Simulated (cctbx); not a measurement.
# Resonant diffraction in NdSb12Mo4

Space group Im-3 (no. 204), a = 9.4300 Å, b = 9.4300 Å, c = 9.4300 Å, α = 90.00°, β = 90.00°, γ = 90.00°.

| atom | mult. | x | y | z | Ueq (Å²) |
| --- | --- | --- | --- | --- | --- |
| Nd1 | 2 | 0 | 0 | 0 | 0.0096 |
| Sb1 | 24 | 0.3366 | 0.1628 | 0 | 0.0093 |
| Mo1 | 8 | 1/4 | 1/4 | 1/4 | 0.0133 |

The model is made up (kin elements in a known structure type, no relaxation), so it says nothing on whether the phase exists.

Calculated with cctbx: free-atom f′ and f″ from the Sasaki tables, no fine structure; amplitudes in electrons.

| E (eV) | F 1 4 1 | F 2 4 0 | F 1 2 3 | F 1 3 0 |
| --- | --- | --- | --- | --- |
| 5608 | 13.9 | 385.8 | 455.4 | 747.2 |
| 5958 | 14.4 | 392.3 | 456.5 | 751.7 |
| 6088 | 16.1 | 396.1 | 454.6 | 750.8 |
| 6148 | 18.3 | 399.4 | 452.1 | 748.7 |
| 6178 | 20.6 | 402.2 | 449.6 | 746.3 |
| 6193 | 23.1 | 405.2 | 446.8 | 743.6 |
| 6200 | 25.4 | 407.8 | 444.3 | 741.0 |
| 6204 | 27.9 | 410.6 | 441.5 | 738.2 |
| 6212 | 26.1 | 408.9 | 444.0 | 740.7 |
| 6216 | 22.9 | 405.8 | 447.1 | 743.9 |
| 6223 | 20.1 | 403.0 | 450.0 | 746.8 |
| 6238 | 17.0 | 400.1 | 453.1 | 750.0 |
| 6268 | 14.2 | 397.3 | 456.1 | 753.3 |
| 6358 | 10.6 | 393.9 | 460.4 | 758.1 |
| 6608 | 9.3 | 393.1 | 463.2 | 761.9 |

**Question.** Which edge is crossed, and why do the reflections move as they do?

The L3 edge of Nd. The edge is at 6208 eV. f′ of Nd falls from -11.8 e at 6088 eV to -19.3 e at 4 eV below it, and f″ steps from 3.56 to 10.63 e across it. Over that approach |F| changes by +73 % (1 4 1), +4 % (2 4 0), -3 % (1 2 3) and -2 % (1 3 0): a reflection falls where Nd scatters in phase with the total and rises where it scatters against it; it hardly moves where the Nd term is small or cancels by symmetry. Above the edge the larger f″ enters the imaginary part, where it can add to or cancel the other atoms' f″. The structure is centrosymmetric, so Friedel mates stay equal.
